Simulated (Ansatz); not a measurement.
# GaP (F-43m): the dielectric response against the k mesh

Aim: how dense a k mesh do ε∞ and the zone-centre modes of GaP (F-43m) need?

Program: Ansatz 0.2.0. Level of theory: DFT LDA, scalar-relativistic, plane waves, PAW; PAW set soft_1. Values are calculated unless marked as measured.

This is a report of a sequence of runs, with the program logs left out and the cost of each run kept.

## 1. The starting structure

Symmetry: F-43m, No. 216, cubic system. Conventional cell: a = 5.451 Å, b = 5.451 Å, c = 5.451 Å, α = 90.00°, β = 90.00°, γ = 90.00°. Nearest to P lie 4 Ga at 2.36 Å. Ga has 4 P at 2.36 Å nearest. Farther neighbours, and contacts between anions beyond the nearest, are not listed.

## 2. Bringing the structure to rest

Harmonic phonons are second derivatives at a point where the forces vanish, and they are wanted at zero stress, so atoms and cell are relaxed first.

input.yaml

```yaml
crystal:
  lattice:
    - [0.0, 2.72525, 2.72525]
    - [2.72525, 0.0, 2.72525]
    - [2.72525, 2.72525, 0.0]
  atoms:
    - { symbol: P, position: [0.75, 0.75, 0.75] }
    - { symbol: Ga, position: [0.0, 0.0, 0.0] }
kpoints:
  mp_grid: { grid: [8, 8, 8] }
hamiltonian:
  xc: lda
  pseudopotentials: { kind: paw, azcp: { folder: soft_1 }, xc_functional: pbe }
scf:
  occupations: { method: gaussian, width: 0.02 }
output:
  forces: true
  stress: true
  eigenvalues: true
relax:
  adjacent_minimum: "off"
  f_tol: 0.005
  max_steps: 80
  cell: { stress_tol: 0.05 }
```

Launch:

```console
ansatz run input.yaml --threads 4 --pin off --max-ram 10240MiB --backend cpu --events-out ev --progress --plain --runs-dir out
```

It took 2.3 s on 4 threads of AMD EPYC 7B13 (Zen 3), shared host; peak memory 0.38 GiB; 7.4 s of CPU time.

Relaxation path:

```
step  energy less that of the first step (eV)  largest force component (eV/Å)  pressure (GPa)  volume (Å³)
   1                                   0.0000                          0.0000           -2.74        40.48
   2                                  -0.0106                          0.0000           -0.86        39.56
   3                                  -0.0116                          0.0000            0.05        39.16
   4                                  -0.0116                          0.0000            0.00        39.18
  5*                                  -0.0115                          0.0000            0.00        39.18
```

Relaxation steps marked * repeat the geometry before them on a plane-wave basis chosen anew for their cell, so energy and pressure can jump there.

The run keeps the 24 symmetry operations that the program found, so distortions that break them were not tested.

```
conventional cell, symmetrised  before  after  change
                         a (Å)   5.451  5.391  -1.1 %
                         b (Å)   5.451  5.391  -1.1 %
                         c (Å)   5.451  5.391  -1.1 %
              volume (Å³/atom)   20.24  19.59  -3.2 %
```

The relaxed structure:

```xyz
2
Lattice="0.0000 2.6957 2.6957 2.6957 0.0000 2.6957 2.6957 2.6957 0.0000" Properties=species:S:1:pos:R:3 pbc="T T T"
P     4.0436    4.0436    4.0436
Ga    0.0000    0.0000    0.0000
```

This step gave:

```yaml
pressure: -0.001128 GPa
gap_on_the_k_mesh: 1.430 eV
volume_per_atom: 19.59 Å³
```

In this step the volume went from 20.24 to 19.59 Å³/atom.

## 3. Tight relaxation

Phonons need small forces and stress, so the relaxation is finished with tight tolerances on 8×8×8 k points.

input.yaml, the sections that differ from step 2:

```yaml
crystal:
  lattice:
    - [0.0, 2.6957057137, 2.6957057137]
    - [2.6957057137, 0.0, 2.6957057137]
    - [2.6957057137, 2.6957057137, 0.0]
  atoms:
    - { symbol: P, position: [0.75, 0.75, 0.75] }
    - { symbol: Ga, position: [0.0, 0.0, 0.0] }
scf:
  occupations: { method: fixed }
relax:
  adjacent_minimum: "off"
  f_tol: 0.001
  max_steps: 60
  cell: { stress_tol: 0.01 }
# kpoints, hamiltonian, output: as in step 2
```

Run time: 1 s. Hardware: 4 threads; peak memory 0.37 GiB; 3.2 s of CPU time.

Little changed from the start: no atom moved by 0.005 Å and no cell edge by 0.1 %.

This step gave:

* pressure: -0.001124 GPa

The forces vanish by symmetry and the pressure is -0.001 GPa, within the tolerances set. The cell now holds 19.59 Å³/atom.

## 4. Response on one mesh, 4×4×4

The force constants come from the linear response of the density to a displacement.

The response is solved on 4×4×4 k points.

input.yaml, the sections that differ from step 3:

```yaml
kpoints:
  mp_grid: { grid: [4, 4, 4] }
output:
  eigenvalues: true
phonons:
  method: dfpt
  dielectric: true
  rigid_motions: translations
  field_mesh: kpoints
# crystal, hamiltonian, scf: as in step 3
# relax: removed
```

It took 1.6 s on 4 threads; peak memory 0.41 GiB.

A gap read on the k-mesh alone can miss the band edges.

This step gave:

```
gap on the k-mesh                                       : 1.391 eV
sum-rule residual before enforcement                    : 1.77e-4 eV/Å²
miss of the charge sum rule                             : 5.06e-6 e
point group                                             : -43m
highest optical mode at the zone centre (no LO-TO term) : 367.7 cm⁻¹
lowest optical zone-centre mode                         : 367.7 cm⁻¹
mean high-frequency dielectric constant                 : 8.670
largest Born charge (third of the trace)                : -2.065 e
mean static dielectric constant                         : 10.52
top of the zone-centre spectrum with the field          : 404.9 cm⁻¹
```

The optical mode without the LO-TO term lies at 367.7 cm⁻¹.

## 5. Response on one mesh, 20×20×20

The response is solved on 20×20×20 k points.

Changes to input.yaml since step 4:

```diff
@@ -9,3 +9,3 @@
 kpoints:
-  mp_grid: { grid: [4, 4, 4] }
+  mp_grid: { grid: [20, 20, 20] }
 hamiltonian:
```

Wall time 62 s (4 threads); peak memory 2.3 GiB; 3.9 min of CPU time.

Numbers from this step:

| Quantity | Value |
| --- | --- |
| sum-rule residual before enforcement | 9.65e-5 eV/Å² |
| miss of the charge sum rule | 1.35e-6 e |
| highest optical mode at the zone centre (no LO-TO term) | 365.0 cm⁻¹ |
| lowest optical zone-centre mode | 365.0 cm⁻¹ |
| mean high-frequency dielectric constant | 10.63 |
| largest Born charge (third of the trace) | -2.047 e |
| mean static dielectric constant | 12.48 |
| top of the zone-centre spectrum with the field | 395.3 cm⁻¹ |

The optical mode without the LO-TO term lies at 365.0 cm⁻¹.

Between step 4 and this run (k-mesh 20×20×20 and k divisions 20) the value for the mean high-frequency dielectric constant moves from 8.67 to 10.6 (+23 %).

## 6. All members side by side

The members are set side by side, also those not shown above.

One cell throughout; the field response is solved on the k mesh of the run itself. The response against the k mesh:

```
k divisions along a1     ε∞     ε0  largest Born charge (e)  top mode with the field, q along x, y or z (cm⁻¹)  mode 4 T2 (cm⁻¹)
                   4   8.67  10.52                    2.065                                              404.9             367.7
                   6    9.8  11.65                    2.053                                              398.4             365.4
                   8  10.29  12.13                    2.049                                              396.5             365.1
                  10  10.49  12.33                    2.048                                              395.8               365
                  12  10.57  12.42                    2.047                                              395.5               365
                  14  10.61  12.45                    2.047                                              395.4               365
                  16  10.62  12.47                    2.047                                              395.3               365
                  20  10.63  12.47                    2.047                                              395.3               365
```

## 7. Outcome

| Property | Result |
| --- | --- |
| members | 8 |
| optical mode (no LO-TO term), 4 k divisions | 367.7 cm⁻¹ |
| optical mode (no LO-TO term), 20 k divisions | 365.0 cm⁻¹ |

**Reading.** ε∞ goes from 8.67 at 4 divisions to 10.63 at 20; from 12 divisions on it stays within 1 % of the last value. The highest mode without the field stays within 1 cm⁻¹ of its last value from 6 divisions on. The top mode with the field moves by -9.6 cm⁻¹ over the series. So the field response needs the denser mesh. These are harmonic frequencies at zero temperature: anharmonic shifts, linewidths and thermal expansion are left out. The PAW files were made for PBE and are used here under another functional, an approximation that was not tested in this session. Only the zone centre was solved, so an instability at another wavevector cannot show here.

[Long decimals in the printed logs are rounded to 6 places.]

[Logs are printed without paths, hosts, clocks, repeated set-up lines and the standing remarks that a program may print on its own settings, such as how far it seeks lower states.]

[Hosts, paths, dates, database ids (printed as entryN), source tags and the programs' standing remarks are cut or masked in the printed files.]
